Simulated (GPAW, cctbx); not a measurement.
## Bonding in BaHfSn3 as X-rays see it

Question: by how much does bonding change the X-ray structure factors of BaHfSn3, and what does a routine refinement make of it?

The cell comes from substitution in a known structure type and wasn't matched to any measured phase. All numbers below are calculated.

### 1. Find the equilibrium geometry

The density hangs on the geometry, so cell and atoms are relaxed first, with the symmetry held. The cutoff is set higher than for the density because stress converges slowly with plane waves.

Settings: GPAW 26.7.0, PBE, 570 eV, 4×4×4 k-points, Fermi–Dirac width 0.1 eV, BFGS to 0.03 eV/Å.

```text
cell
1.0
     5.073000000    0.000000000    0.000000000
     0.000000000    5.073000000    0.000000000
    -2.536500000   -2.536500000    5.550500000
Hf Ba Sn
1 1 3
Direct
0.343700000 0.343700000 0.687400000
0.999100000 0.999100000 0.998200000
0.582500000 0.582500000 0.165000000
0.748800000 0.248800000 0.497600000
0.248800000 0.748800000 0.497600000
```

```console
$ OMP_NUM_THREADS=1 mpirun -n 4 gpaw python run.py > gpaw.log
```

```text
BFGS:    0      -21.819671        1.564482
BFGS:    1      -21.956047        1.317833
BFGS:    2      -22.372663        0.532846
BFGS:    3      -22.405105        0.302943
...
BFGS:   21      -22.468189        0.050999
BFGS:   22      -22.469058        0.035715
BFGS:   23      -22.469395        0.014518
cell  5.4453 5.4453 6.6876  114.02 114.02 90.00
volume 162.134 A^3, largest force 0.015 eV/A, largest stress 0.03 GPa
```

The cell moved far, while the k-mesh and basis were chosen for the start, so the final shape may be somewhat biased.

After 23 steps the volume has changed by +13.5 % and the energy by -0.650 eV; the largest stress left is 0.03 GPa. It took 17 min on 4 cores of Arm Neoverse N1 (shared host), peak memory 1.9 GiB.

Relaxed structure: I4mm (no. 107), a = 5.4453 Å, b = 5.4453 Å, c = 10.9359 Å, α = 90.00°, β = 90.00°, γ = 90.00°.

```csv
atom,mult.,x,y,z
Hf1,2,0,0,0.3344
Ba1,2,0,0,0.0001
Sn1,2,1/2,1/2,0.1002
Sn2,4,1/2,0,0.2441
```

### 2. Density and charge transfer

X-rays see the whole electron density, so the PAW density is rebuilt with its core regions. Subtracting spherical free atoms from the same code cancels the cores and leaves the deformation density Δρ, the part due to bonding.

Settings: PBE, 450 eV, 5×5×5 k-points, Fermi–Dirac width 0.1 eV; primitive cell of 5 atoms.

```console
$ OMP_NUM_THREADS=1 mpirun -n 4 gpaw python run.py > gpaw.log
```

```text
|iter:   1|       0s |  -22.450723 | +0.00 |       |
|iter:   2|       5s |  -22.541243 | -1.36 | -1.39 |
|iter:   3|      10s |  -22.558869 | -1.38 | -1.44 |
...
|iter:   9|      37s |  -22.273762c| -5.81 | -3.52 |
|iter:  10|      42s |  -22.273765c| -6.68 | -4.09c|
|iter:  11|      46s |  -22.273763c| -7.56c| -4.53c|
```

```text
gpts.py:43: UserWarning: Initial realspace grid (27,27,35) inconsistent with symmetries.
gpts.py:43: UserWarning: Initial realspace grid (27,27,35) inconsistent with symmetries.
gpts.py:43: UserWarning: Initial realspace grid (27,27,35) inconsistent with symmetries.
gpts.py:43: UserWarning: Initial realspace grid (27,27,35) inconsistent with symmetries.
gpts.py:70: UserWarning: Using symmetrized grid: (35,35,35).
gpts.py:70: UserWarning: Using symmetrized grid: (35,35,35).
gpts.py:70: UserWarning: Using symmetrized grid: (35,35,35).
gpts.py:70: UserWarning: Using symmetrized grid: (35,35,35).
grid (70, 70, 70)  electrons 278.000  moved by bonding 1.013 e
deformation density beyond 0.5 A of the nuclei: max 0.113, min -0.094 e/A^3
atom        x       y       z   Voronoi charge  moment
Hf1    0.3344  0.3344  0.6687      0.154       0.00
Ba2    0.0001  0.0001  0.0002      0.145       0.00
Sn3    0.6002  0.6002  0.2004     -0.024       0.00
Sn4    0.7441  0.2441  0.4881     -0.138       0.00
Sn5    0.2441  0.7441  0.4881     -0.138       0.00
mean inner potential of superposed free atoms 18.471 V
total magnetic moment 0.000 muB
```

Deformation density in a plane through the shortest contact of the Hf atom at the origin, in 0.01 e/Å³ (clipped at ±99); x from -1.6 to 4.5 Å, y from 2.4 down to -2.4 Å:

```text
 -1  -1  -1  -3  -3  -1  -3  -3   0   1   0  -1  -2  -3  -1   0
  0   0   1   3   3   2   1   0   0   1   1   1   1   0   0   0
  0   0   1   5   9   8   4   2   1   0   1   1   2   1   1   0
  0  -1  -2   1   6   5   2   1   1   0  -1  -1   0   1   1   0
  1  -2  -7  -6   4  -3  -4   1   3   1  -4  -3  -4  -1   1   1
  1  -2  -4  -6   .  -9  -4   4   7   1  -3   .  -2  -2   3   2
  1  -1   7   .   .   .   4   7   9   2   .   .   .  -1   4   3
  0  -3  -4   1   .  -6  -3   4   7   1  -3   .  -2  -1   4   3
 -1  -4  -7  -1   5  -7  -6   0   3   1  -3  -3  -4   0   2   2
 -1  -2  -3  -2  -1  -3  -2   0   1   0  -2  -3  -2   0   1   1
 -1  -1   0   0   1   1   0   0   0   0  -1  -1  -1   0   1   1
 -1   0   0   1   1   1   1   0   0  -1  -1  -1   0   0   0   0
 -1  -1   0   1   1   1   0   0  -1  -1  -1  -1  -1  -1  -1  -3
```

Atoms in or within 0.15 Å of the plane: Hf (0.0, 0.0), Sn (2.9, 0.0) Å. Dots mark points within about 0.45 Å of a nucleus; large values next to them are atomic features.

Sn gains most (-0.10 e) and Hf loses most (+0.15 e), in averages over each element's sites; Sn is the most electronegative element, but the order of the others doesn't follow electronegativity. Along the shortest contact from the Hf atom at the map's origin, Hf–Sn at 2.90 Å, Δρ is +0.09 e/Å³ at the midpoint and highest, +0.09, 1.61 Å from Hf (points within 0.5 Å of a nucleus left out): a bond charge, the mark of covalency. At the midpoints of other shortest contacts it is +0.02 (Sn–Sn, 3.15 Å) e/Å³. Point values carry grid noise of about 0.01 e/Å³. The run needed 11 iterations, 64 s.

### 3. Structure factors

The Fourier components of Δρ, added to those of the free atoms, give the static X-ray structure factors; the Mott–Bethe relation turns them into the Fourier components V of the potential that fast electrons feel.

```text
static structure factors of the conventional cell: F in electrons, V (Mott-Bethe) in volts
   h  k  l      d  |F| table  |F| free   |F| DFT   change   |V| free  |V| DFT  change %
   0  0  2  5.4680   122.685   122.527   122.883    0.356     2.416    2.257     -6.6
   1  0  1  4.8745    74.662    74.564    74.719    0.155     1.079    1.017     -5.7
   1  1  0  3.8504   140.625   140.654   140.482   -0.173     3.216    3.252      1.1
   1  1  2  3.1482   232.981   233.061   233.196    0.135     5.970    5.948     -0.4
   1  0  3  3.0292   258.733   258.703   258.539   -0.163     5.569    5.590      0.4
   0  0  4  2.7340   178.700   178.688   178.821    0.133     3.968    3.949     -0.5
   2  0  0  2.7226   462.875   462.804   462.512   -0.291     9.765    9.796      0.3
   2  0  2  2.4372   107.110   106.965   106.484   -0.481     1.822    1.867      2.5
   2  1  1  2.3770    68.122    67.922    67.497   -0.425     0.770    0.805      4.6
   1  1  4  2.2292   256.856   256.562   255.954   -0.608     4.547    4.590      0.9
   1  0  5  2.0296   145.137   145.093   144.689   -0.404     2.738    2.763      0.9
   2  1  3  2.0249   232.631   232.434   232.125   -0.309     4.012    4.031      0.5
   2  0  4  1.9292   160.597   160.538   160.420   -0.118     2.939    2.947      0.3
   2  2  0  1.9252   416.904   416.608   415.957   -0.651     7.303    7.337      0.5
```

The largest X-ray change is -0.65 e on 220, 0.2 % of |F|. For electrons V goes as (Z − F)/g², so a change of F counts against Z − F, which is small at low angle and wherever the atoms' terms cancel: |V| of 002 moves by -6.6 % (2.42 to 2.26 V) against +0.3 % in |F|. The last three rows still change by up to 0.65 e; the table stops while the angles are still low. The tabulated Hartree–Fock atoms differ from the free DFT atoms by up to 0.30 e, so the choice of reference atom matters too.

### 4. What a spherical-atom refinement makes of it

Routine crystallography fits spherical atoms. To see the bias, intensities are simulated from tabulated atoms plus the DFT change ΔF, so that bonding alone can misfit (10646 reflections of the full sphere, merged to the counts below, to 0.4 Å, 0.5 % proportional noise plus counting noise, assumed isotropic U as listed, Δρ smeared by the mean U) and refined with cctbx over different ranges.

| range | data | R1 | GooF | U Hf1 (true 0.0045) | U Ba1 (true 0.005) | U Sn1 (true 0.0052) | U Sn2 (true 0.0052) | largest shift (Å) | Δρ max, min (e/Å³) |
| --- | --- | --- | --- | --- | --- | --- | --- | --- | --- |
| all data | 1590 | 0.0048 | 0.93 | 0.0045 | 0.0050 | 0.0052 | 0.0052 | 0.0001 | 0.38, -0.52 |
| low resolution, d > 0.84 | 204 | 0.0030 | 0.93 | 0.0045 | 0.0049 | 0.0051 | 0.0052 | 0.0004 | 0.13, -0.17 |
| high order, d < 0.75 | 1313 | 0.0057 | 0.93 | 0.0045 | 0.0050 | 0.0052 | 0.0052 | 0.0001 | 0.40, -0.43 |
| occupancies free, d > 0.7 | 332 | 0.0032 | 0.94 | 0.0045 | 0.0050 | 0.0052 | 0.0052 | 0.0004 | 0.16, -0.21 |

With all data GooF is 0.93, so at this noise the bonding hardly shows; the top residual peak lies 2.09 Å from Sn and 2.77 Å from Sn. No U is off by more than 3 s.u. at low resolution. With Hf1 held at 1 and the scale free, the other occupancies refine to Ba1 1.000(0.001), Sn1 1.000(0.002) and Sn2 1.000(0.001), within three s.u. of full.

### 5. Answer

Bonding moves 1.01 e in the primitive cell of BaHfSn3 and changes the structure factors of the conventional cell in the table above by at most 0.65 e (220, 0.2 %), and among reflections above 2 % of the strongest by up to 0.6 % (211). The shortest bond, Hf–Sn, has Δρ = +0.09 e/Å³ at its midpoint, a covalent bond charge. With all data GooF is 0.93, so at this noise the bonding hardly shows. Limits: static density, frozen cores, no spin–orbit coupling.

[Outputs are excerpts: Python notices, other lines and further rows are left out; steps that failed or that the build refused (PBEsol, TPSS) are not shown.]

[Logs are printed without paths, hosts, clocks, repeated set-up lines and the standing remarks that a program may print on its own settings, such as how far it seeks lower states.]
